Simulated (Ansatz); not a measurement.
# Electron–phonon scattering in LuGe2 (Cmcm), part 3 of 4

Question: is the lattice of LuGe2 (Cmcm) stable, and if so, what are its coupling constant and resistivity?

Ansatz 0.2.0; DFT PBEsol, scalar-relativistic, plane waves, PAW; PAW set soft_1.

So far, coupling constant λ: step 4 (electron–phonon run: q 2×2×2, k 4×4×4, scattering 8×8×8) 0.570. Also log mean phonon energy ħω_log (meV): step 4 13.1. The relaxed cell has a, b, c = 3.961, 15.152, 3.843 Å (conventional setting).

### Step 5. Coupling and resistivity: q 2×2×2, k 6×6×6, scattering 8×8×8

The next rung changes the k mesh of the density and its response; the phonon self-energy between the q points, now taken in.

input.yaml

```yaml
crystal:
  lattice:
    - [1.9804602001, -7.5761411226, 0.0]
    - [1.9804602001, 7.5761411226, 0.0]
    - [0.0, 0.0, 3.8430354325]
  atoms:
    - { symbol: Lu, position: [0.8979799997, 0.1020200003, 0.25] }
    - { symbol: Lu, position: [0.1020200003, 0.8979799997, 0.75] }
    - { symbol: Ge, position: [0.2520515768, 0.7479484232, 0.25] }
    - { symbol: Ge, position: [0.7479484232, 0.2520515768, 0.75] }
    - { symbol: Ge, position: [0.556553522, 0.443446478, 0.25] }
    - { symbol: Ge, position: [0.443446478, 0.556553522, 0.75] }
kpoints:
  mp_grid: { grid: [6, 6, 6] }
hamiltonian:
  xc: pbesol
  pseudopotentials: { kind: paw, azcp: { folder: soft_1 }, xc_functional: pbe }
scf:
  occupations: { method: methfessel_paxton, width: 0.2 }
output:
  eigenvalues: true
phonons:
  method: dfpt
  qmesh: [2, 2, 2]
  temperatures: { t_max: 1000, t_step: 50 }
  qpath:
    path:
      - [[0.0, 0.0, 0.0], [-0.5, 0.5, 0.0], [-0.26708347, 0.73291653, 0.0]]
      - [[0.26708347, 0.26708347, 0.0], [0.0, 0.0, 0.0], [0.0, 0.0, 0.5], [0.26708347, 0.26708347, 0.5]]
      - [[-0.26708347, 0.73291653, 0.5], [-0.5, 0.5, 0.5], [-0.5, 0.5, 0.0]]
      - [[0.0, 0.0, 0.0], [0.0, 0.5, 0.0], [0.0, 0.5, 0.5], [0.0, 0.0, 0.5], [-0.5, 0.5, 0.5]]
    npoints: 10
  electrical_resistivity:
    mesh: [8, 8, 8]
    temperatures: [20.0, 50.0, 80.0, 100.0, 150.0, 200.0, 273.0, 300.0, 400.0, 500.0, 600.0, 800.0]
  superconductivity: { mesh: [8, 8, 8] }
```

Run with:

```bash
ansatz run input.yaml --threads 8 --pin off --max-ram 20480MiB --backend cpu --events-out ev --progress --plain --runs-dir out
```

Numbers of over 12 decimals in the logs are rounded to 6 here.

What it wrote:

```text
[...]
Crystal: 6 atoms, lattice volume = 115.324 Å³
Basis set: ecut = 420 eV, 2279 PW (Γ), exchange–correlation on 108×108×60 points (8 copies of the dense FFT grid, shifted against one another)
Bands: 64, of which v1, the nominal top of the filled ones, is band 53 counted from 1 (52 counted from 0)
Symmetry: 8 space group operations
k-points: 52 of 216
[...]
SCF iter   1: F=—  HF=-46245.851883 eV  |F-HF|=—  |Δ(HF+E_count)|=         —  Δρ=6.73e-2  dr2=1.68e1  ethr=3.10e-3  ⟨swp⟩=6.3  Hψ=13022  notcnv=0
[...]
SCF iter  18: F=-46242.019414 eV  HF=-46242.019414 eV  |F-HF|=7.28e-12  |Δ(HF+E_count)|=  7.28e-12  S|Δr|=    0.00e0  Δρ=3.11e-8  dr2=2.04e-12  ethr=1.00e-12  ⟨swp⟩=18.3  Hψ=28003  notcnv=0
SCF 1 converged in 18 iterations: F = -46242.019414 eV  dr2 = 2.04e-12
[...]
SCF iter   8: F=-46242.019414 eV  HF=-46242.019414 eV  |F-HF|=7.28e-12  |Δ(HF+E_count)|=  1.46e-11  S|Δr|=    0.00e0  Δρ=7.04e-8  dr2=2.80e-12  ethr=1.00e-12  ⟨swp⟩=3.0  Hψ=8302  notcnv=0
SCF 2 converged in 8 iterations: F = -46242.019414 eV  dr2 = 2.80e-12
[...]
SCF iter   1: F=—  HF=-46245.851883 eV  |F-HF|=—  |Δ(HF+E_count)|=         —  Δρ=6.73e-2  dr2=1.68e1  ethr=3.10e-3  ⟨swp⟩=6.3  Hψ=13022  notcnv=0
[...]
SCF iter  18: F=-46242.019414 eV  HF=-46242.019414 eV  |F-HF|=0.00e0  |Δ(HF+E_count)|=  7.28e-12  S|Δr|=    0.00e0  Δρ=3.11e-8  dr2=2.04e-12  ethr=1.00e-12  ⟨swp⟩=5.1  Hψ=12274  notcnv=0
SCF 3 converged in 18 iterations: F = -46242.019414 eV  dr2 = 2.04e-12
[...]
SCF converged after 18 iterations
[...]
Free energy (F): -46242.019414 eV
[...]
Internal energy: -46242.014703 eV  (E = F + TS)
E sigma→0 (E₀):  -46242.018236 eV
Entropy (-TS):   -0.004712 eV (-0.785 meV/atom)
Fermi energy:    13.859912 eV
[...]
--- Band table (eV; the first three rows and the last of 52) ---
  k-point 0: bands = [... 49 lower, 12.3327, 12.4838, 12.5235, 13.0493, 14.5467, 16.8975, 16.9368, 16.9444, ... 7 higher]
  k-point 1: bands = [... 49 lower, 12.4941, 12.6892, 13.0512, 13.2152, 15.2426, 15.7432, 15.7838, 16.2255, ... 7 higher]
  k-point 2: bands = [... 49 lower, 12.4888, 13.1480, 13.4885, 14.2569, 14.3115, 14.9195, 16.2472, 16.4318, ... 7 higher]
  k-point 51: bands = [... 49 lower, 11.9152, 12.7471, 12.7471, 14.1851, 14.1851, 14.6857, 14.6857, 17.1583, ... 7 higher]
[...]
ASR residual: 1.247e-5 → 0.000e0 eV/Å²; symmetrization residual: 6.852e-7 eV/Å²
  ASR residual per site (eV/Å²): 1.25e-5 1.25e-5 7.77e-6 7.77e-6 4.96e-6 4.96e-6
[...]
--- Phonons (arbitrary-q DFPT): 6 irreducible q on the 2×2×2 mesh ---
[...]
interpolated dispersion: 114 rows × 18 modes
[...]
--- Electrical resistivity: potentials and phonons of a 2×2×2 supercell ---
[...]
at the Fermi level of each mesh (of a tensor a third of its trace):
[...]
8×8×8                     1.0842              5.6025    0.5157    0.5454          13.924
          4×4×4                     1.0749              5.1684    0.5112    0.5605          14.023
  resistivity on the deck's mesh, µΩ·cm:
[...]
20.00     5.4830e-2              no     4.5688e-2     8.4467e-2     3.4335e-2       1.0535e-1         5.7265e-2
     50.00      1.3930e0              no      1.2654e0      1.9134e0      1.0001e0        1.7603e0          1.3375e0
     80.00      3.9637e0              no      3.6831e0      5.3100e0      2.8978e0        4.3611e0          3.8059e0
    100.00      5.7729e0              no      5.3932e0      7.6920e0      4.2334e0        6.1265e0          5.5554e0
    150.00      1.0051e1              no      9.4342e0      1.3339e1      7.3804e0        1.0364e1          9.7009e0
    200.00      1.4069e1              no      1.3226e1      1.8649e1      1.0333e1        1.4410e1          1.3593e1
    273.00      1.9715e1              no      1.8558e1      2.6105e1      1.4481e1        2.0151e1          1.9057e1
    300.00      2.1770e1              no      2.0504e1      2.8815e1      1.5993e1        2.2250e1          2.1046e1
    400.00      2.9328e1              no      2.7681e1      3.8740e1      2.1562e1        2.9973e1          2.8355e1
    500.00      3.6841e1              no      3.4856e1      4.8544e1      2.7123e1        3.7671e1          3.5622e1
    600.00      4.4343e1              no      4.2053e1      5.8278e1      3.2699e1        4.5372e1          4.2878e1
    800.00      5.9341e1              no      5.6500e1      7.7617e1      4.3907e1        6.0855e1          5.7384e1
[...]
not converged in the mesh (λ_tr; the resistivity at 20 K by 48.65 %; the resistivity at 50 K by 77.33 %; the resistivity at 80 K by 87.32 %; the resistivity at 100 K by 89.51 %; the resistivity at 150 K by 86.04 %; the resistivity at 200 K by 83.76 %; the resistivity at 273 K by 79.50 %; the resistivity at 300 K by 77.85 %; the resistivity at 400 K by 73.48 %; the resistivity at 500 K by 71.18 %; the resistivity at [...]
  vibrations of 8 cells: unjudged by the run; compare a larger repeat
[...]
at the force constants' own smearing the fine mesh and the k-points of their solves give squared frequencies that differ by 23.0 % of the larger at the most, at (0, 0, 0)
--- Superconductivity: potentials and phonons of a 2×2×2 supercell ---
           mesh         λ    ħω_log (meV)  μ* declared at (meV)
          8×8×8    0.5157          13.924               15.623
          4×4×4    0.5112          14.023               15.575
  λ by the species' shares of the modes' patterns: Lu 0.1711, Ge 0.3445
  with the Fermi level up to 29.3 meV (the hardest mode) off, states and modes as they are: density of states 1.0559 to 2.5111 /eV of one spin and cell, λ 0.5051 to 1.5313
[...]
0.08      2.883         2.954         2.765         4.354         2.995         5.220          5.229
      0.10      2.213         2.263         2.064         3.400         2.282         4.351          4.361
      0.12      1.634         1.667         1.481         2.528         1.683         3.558          3.570
      0.13      1.380         1.407         1.233         2.129         1.426         3.188          3.201
      0.14      1.149         1.171         1.014         1.760         1.196         2.834          2.849
      0.16      0.761         0.774         0.655         1.135         0.812         2.173          2.191
      0.20      0.257         0.261         0.215         0.367         0.317         1.028          1.048
  isotope coefficients −∂ln Tc/∂ln M under μ* = 0.13, the force constants as they are, of the isotropic transitions restricted to the Fermi surface and over the full bandwidth: Lu 0.103 and 0.111, Ge 0.237 and 0.265
  gaps at the Fermi level over the full bandwidth under μ* = 0.1, 1.088 K: 0.222 to 1.055 meV
[...]
not converged in the mesh (the transition temperature): between neighbouring meshes, the two finest first, λ moves by 0.86 % and the anisotropic transition temperature over the full bandwidth at μ* = 0.13 by 274.45 %; converged means that the two finest part by at most 2.00 % and 5.00 %
  vibrations of 8 cells: unjudged by the run; compare a larger repeat
[...]
```

Run time: 46 min. Hardware: 8 threads of Arm Neoverse V2, shared host; peak memory 12 GiB; 6 h of CPU time.

Numbers from this step:

* zero point energy: 0.1462 eV/cell
* highest frequency, solved or plainly interpolated: 234.5 cm⁻¹
* Debye temperature (second moment): 258 K
* resistivity at 300 K: 21.77 μΩ cm, mean of the axes
* coupling constant λ: 0.5157
* density of states at the Fermi level: 1.084 states/eV a spin and cell
* log mean phonon energy ħω_log: 13.92 meV
* transport coupling constant λ_tr: 0.5659, 0.5036, 0.5667 (xx, yy, zz)
* Drude plasma energy: 5.67, 4.553, 6.426 eV (xx, yy, zz)
* resistivity times mean free path: 12.53, 19.02, 10.34 × 10⁻¹⁶ Ω m² (xx, yy, zz)
* second-moment phonon energy ħω₂: 15.62 meV

Solved on the 2×2×2 mesh alone; all other wavevectors are interpolated. Phonon branches along the path, in cm⁻¹:

| point | branch 1 | branch 2 | branch 3 | branch 4 | branch 15 | branch 16 | branch 17 | branch 18 |
| --- | --- | --- | --- | --- | --- | --- | --- | --- |
| Γ | 0 | 0 | 0 | 82 | 179 | 186 | 201 | 234 |
| halfway | 26 | 29 | 35 | 74 | 177 | 187 | 202 | 234 |
| Y | 48 | 51 | 58 | 60 | 177 | 188 | 202 | 234 |
| halfway | 48 | 54 | 77 | 82 | 175 | 186 | 195 | 231 |
| C0 | 51 | 81 | 96 | 107 | 178 | 179 | 184 | 226 |
| jump to Σ0 | 51 | 81 | 96 | 107 | 178 | 179 | 184 | 226 |
| halfway | 51 | 68 | 77 | 81 | 178 | 183 | 192 | 230 |
| Γ | 0 | 0 | 0 | 82 | 179 | 186 | 201 | 234 |
| halfway | 46 | 67 | 74 | 84 | 172 | 191 | 198 | 229 |
| Z | 82 | 82 | 90 | 90 | 167 | 167 | 212 | 212 |
| halfway | 76 | 76 | 92 | 92 | 187 | 187 | 218 | 218 |
| A0 | 76 | 76 | 78 | 78 | 197 | 197 | 222 | 222 |
| jump to E0 | 76 | 76 | 78 | 78 | 197 | 197 | 222 | 222 |
| halfway | 78 | 78 | 94 | 94 | 184 | 184 | 217 | 217 |
| T | 81 | 81 | 95 | 95 | 168 | 168 | 212 | 212 |
| halfway | 50 | 67 | 83 | 87 | 167 | 192 | 198 | 228 |
| Y | 48 | 51 | 58 | 60 | 177 | 188 | 202 | 234 |
| jump to Γ | 0 | 0 | 0 | 82 | 179 | 186 | 201 | 234 |
| halfway | 48 | 65 | 73 | 82 | 178 | 184 | 193 | 230 |
| S | 51 | 87 | 92 | 106 | 176 | 179 | 184 | 226 |
| halfway | 63 | 87 | 87 | 94 | 189 | 190 | 194 | 230 |
| R | 75 | 75 | 79 | 79 | 198 | 198 | 222 | 222 |
| halfway | 77 | 77 | 94 | 94 | 185 | 185 | 218 | 218 |
| Z | 82 | 82 | 90 | 90 | 167 | 167 | 212 | 212 |
| halfway | 82 | 82 | 92 | 92 | 168 | 168 | 212 | 212 |
| T | 81 | 81 | 95 | 95 | 168 | 168 | 212 | 212 |

The Eliashberg function α²F has structure finer than the step of the table below, so its rows give means over 0.5 meV, whole bins alone (the curve runs from 0.114 to 29.1 meV). Peaks (meV: height): α²F 12.23: 0.255, 17.25: 0.529, 18.40: 0.480, 19.31: 0.696, 22.28: 0.224, 28.68: 0.116; α²F tr 11.77: 0.302, 17.25: 0.565, 18.40: 0.561, 19.31: 0.739, 22.28: 0.181.

Eliashberg function α²F against phonon energy; means over each step:

| phonon energy (meV) | α²F | α²F tr |
| --- | --- | --- |
| 1.0 | 0 | 0 |
| 1.5 | 7.9e-5 | 3.0e-5 |
| 2.0 | 2.7e-4 | 1.5e-4 |
| 2.5 | 8.2e-4 | 4.2e-4 |
| 3.0 | 0.00207 | 0.00121 |
| 3.5 | 0.00436 | 0.00294 |
| 4.0 | 0.00646 | 0.00481 |
| 4.5 | 0.00988 | 0.00808 |
| 5.0 | 0.0140 | 0.0125 |
| 5.5 | 0.0187 | 0.0181 |
| 6.0 | 0.0280 | 0.0292 |
| 6.5 | 0.0443 | 0.0477 |
| 7.0 | 0.0597 | 0.0626 |
| 7.5 | 0.0604 | 0.0618 |
| 8.0 | 0.0590 | 0.0609 |
| 8.5 | 0.0684 | 0.0708 |
| 9.0 | 0.0988 | 0.108 |
| 9.5 | 0.143 | 0.173 |
| 10.0 | 0.124 | 0.138 |
| 10.5 | 0.137 | 0.162 |
| 11.0 | 0.162 | 0.191 |
| 11.5 | 0.213 | 0.246 |
| 12.0 | 0.248 | 0.282 |
| 12.5 | 0.230 | 0.245 |
| 13.0 | 0.221 | 0.240 |
| 13.5 | 0.184 | 0.202 |
| 14.0 | 0.161 | 0.171 |
| 14.5 | 0.256 | 0.266 |
| 15.0 | 0.318 | 0.309 |
| 15.5 | 0.317 | 0.300 |
| 16.0 | 0.290 | 0.291 |
| 16.5 | 0.299 | 0.313 |
| 17.0 | 0.406 | 0.433 |
| 17.5 | 0.461 | 0.500 |
| 18.0 | 0.391 | 0.441 |
| 18.5 | 0.424 | 0.492 |
| 19.0 | 0.445 | 0.490 |
| 19.5 | 0.521 | 0.538 |
| 20.0 | 0.165 | 0.157 |
| 20.5 | 0.0404 | 0.0382 |
| 21.0 | 0.0329 | 0.0310 |
| 21.5 | 0.0492 | 0.0440 |
| 22.0 | 0.100 | 0.0835 |
| 22.5 | 0.160 | 0.128 |
| 23.0 | 0.118 | 0.101 |
| 23.5 | 0.0878 | 0.0772 |
| 24.0 | 0.0695 | 0.0640 |
| 24.5 | 0.0646 | 0.0657 |
| 25.0 | 0.0408 | 0.0401 |
| 25.5 | 0.0258 | 0.0258 |
| 26.0 | 0.0257 | 0.0258 |
| 26.5 | 0.0280 | 0.0283 |
| 27.0 | 0.0309 | 0.0321 |
| 27.5 | 0.0367 | 0.0393 |
| 28.0 | 0.0468 | 0.0510 |
| 28.5 | 0.0898 | 0.0880 |

Resistivity, by row:

| T (K) | ρ_xx (μΩ cm) | ρ_yy | ρ_zz | ρ by Ziman's lowest order, mean | ρ by relaxation times, mean | within 2 % of the coarser mesh |
| --- | --- | --- | --- | --- | --- | --- |
| 20 | 0.04569 | 0.08447 | 0.03433 | 0.1053 | 0.05726 | no |
| 50 | 1.265 | 1.913 | 1 | 1.76 | 1.338 | no |
| 80 | 3.683 | 5.31 | 2.898 | 4.361 | 3.806 | no |
| 100 | 5.393 | 7.692 | 4.233 | 6.126 | 5.555 | no |
| 150 | 9.434 | 13.34 | 7.38 | 10.36 | 9.701 | no |
| 200 | 13.23 | 18.65 | 10.33 | 14.41 | 13.59 | no |
| 273 | 18.56 | 26.1 | 14.48 | 20.15 | 19.06 | no |
| 300 | 20.5 | 28.81 | 15.99 | 22.25 | 21.05 | no |
| 400 | 27.68 | 38.74 | 21.56 | 29.97 | 28.36 | no |
| 500 | 34.86 | 48.54 | 27.12 | 37.67 | 35.62 | no |
| 600 | 42.05 | 58.28 | 32.7 | 45.37 | 42.88 | no |
| 800 | 56.5 | 77.62 | 43.91 | 60.86 | 57.38 | no |

Some points of the scattering mesh along the symmetry lines, up to three branches each (those of largest λ), at most 39 rows; the frequencies are those of the scattering step, which can differ from the solved and plainly interpolated ones; single rows converge slowly. Mode couplings:

| q1 | q2 | q3 | branch | ħω (meV) | λ_q | half width (meV) |
| --- | --- | --- | --- | --- | --- | --- |
| 0 | 0 | 0.125 | 9 | 14.73 | 0.165 | 0.122 |
| 0 | 0 | 0.125 | 11 | 15.3 | 0.0926 | 0.0739 |
| 0 | 0 | 0.125 | 12 | 16.6 | 0.0856 | 0.0804 |
| -0.5 | 0.5 | 0.25 | 1 | 6.29 | 0.0524 | 0.00706 |
| -0.5 | 0.5 | 0.25 | 10 | 15.29 | 0.0862 | 0.0686 |
| -0.5 | 0.5 | 0.25 | 13 | 17.58 | 0.064 | 0.0673 |
| 0 | 0.5 | 0 | 1 | 6.74 | 0.0621 | 0.00959 |
| 0 | 0.5 | 0 | 10 | 17.75 | 0.0401 | 0.043 |
| 0 | 0.5 | 0 | 13 | 18.89 | 0.0438 | 0.0533 |
| 0 | 0.25 | 0.5 | 1 | 9.84 | 0.0332 | 0.0109 |
| 0 | 0.25 | 0.5 | 11 | 17.71 | 0.0358 | 0.0382 |
| 0 | 0.25 | 0.5 | 12 | 17.71 | 0.0358 | 0.0382 |
| -0.5 | 0.5 | 0.5 | 7 | 15.14 | 0.0252 | 0.0197 |
| -0.5 | 0.5 | 0.5 | 11 | 18.57 | 0.0458 | 0.0537 |
| -0.5 | 0.5 | 0.5 | 12 | 18.57 | 0.0458 | 0.0537 |

The Eliashberg function α²F has structure finer than the step of the table below, so its rows give means over 1 meV, whole bins alone (the curve runs from 0.114 to 29.1 meV). Peaks (meV: height): α²F 12.2: 0.255, 17.3: 0.529, 18.4: 0.480, 19.3: 0.696, 22.3: 0.224, 28.7: 0.116; Lu 9.5: 0.0898, 11.8: 0.138, 14.7: 0.119, 18.4: 0.110, 19.3: 0.142, 22.3: 0.0313; Ge 17.3: 0.456, 18.4: 0.370, 19.3: 0.554, 22.3: 0.193, 28.7: 0.107.

Eliashberg function α²F against phonon energy; means over each step:

| phonon energy (meV) | α²F | Lu | Ge |
| --- | --- | --- | --- |
| 1 | 1.3e-5 | 7.5e-7 | 7.5e-7 |
| 2 | 3.2e-4 | 1.7e-4 | 1.6e-4 |
| 3 | 0.00225 | 0.00122 | 0.00102 |
| 4 | 0.00667 | 0.00367 | 0.00306 |
| 5 | 0.0140 | 0.00749 | 0.00651 |
| 6 | 0.0290 | 0.0142 | 0.0149 |
| 7 | 0.0574 | 0.0243 | 0.0331 |
| 8 | 0.0601 | 0.0274 | 0.0326 |
| 9 | 0.104 | 0.0538 | 0.0504 |
| 10 | 0.129 | 0.0699 | 0.0591 |
| 11 | 0.166 | 0.0848 | 0.0815 |
| 12 | 0.241 | 0.129 | 0.112 |
| 13 | 0.216 | 0.115 | 0.101 |
| 14 | 0.177 | 0.0797 | 0.0972 |
| 15 | 0.313 | 0.0913 | 0.222 |
| 16 | 0.294 | 0.0488 | 0.245 |
| 17 | 0.407 | 0.0575 | 0.349 |
| 18 | 0.412 | 0.0831 | 0.329 |
| 19 | 0.472 | 0.0987 | 0.373 |
| 20 | 0.207 | 0.0436 | 0.163 |
| 21 | 0.0351 | 0.00604 | 0.0291 |
| 22 | 0.108 | 0.0159 | 0.0921 |
| 23 | 0.117 | 0.0148 | 0.103 |
| 24 | 0.0727 | 0.0137 | 0.0591 |
| 25 | 0.0427 | 0.00932 | 0.0334 |
| 26 | 0.0260 | 0.00294 | 0.0232 |
| 27 | 0.0313 | 0.00254 | 0.0288 |
| 28 | 0.0535 | 0.00396 | 0.0495 |

λ by element:

| share in the modes' patterns | λ |
| --- | --- |
| Lu | 0.1711 |
| Ge | 0.3445 |

λ by pair of elements:

| motions of the sites of | λ |
| --- | --- |
| Lu-Lu | 0.171 |
| Lu-Ge | -0.1244 |
| Ge-Ge | 0.4691 |

Largest shares of lambda; single rows converge slowly. Strongest modes:

| q1 | q2 | q3 | star | branch | ħω (meV) | λ_q | half width (meV) |
| --- | --- | --- | --- | --- | --- | --- | --- |
| 0.375 | -0.5 | 0.125 | 8 | 9 | 15.36 | 0.09557 | 0.07676 |
| 0.375 | -0.5 | 0.125 | 8 | 10 | 15.46 | 0.08369 | 0.0681 |
| 0.125 | 0.25 | 0.375 | 8 | 13 | 18.32 | 0.08001 | 0.0915 |
| 0 | 0.125 | 0.125 | 8 | 11 | 15.8 | 0.07908 | 0.06725 |
| 0.25 | -0.375 | 0.125 | 8 | 10 | 15.46 | 0.07878 | 0.0641 |
| 0.25 | 0.375 | 0.375 | 8 | 12 | 17.62 | 0.07714 | 0.08158 |
| 0.125 | -0.25 | 0.125 | 8 | 10 | 15.52 | 0.07503 | 0.06159 |
| 0.375 | -0.5 | 0.125 | 8 | 12 | 16.82 | 0.07458 | 0.07185 |

(Part 3 of 4 ends here.)

[Logs are printed without paths, hosts, clocks, repeated set-up lines and the standing remarks that a program may print on its own settings, such as how far it seeks lower states.]

[Hosts, paths, dates, database ids (printed as entryN), source tags and the programs' standing remarks are cut or masked in the printed files.]
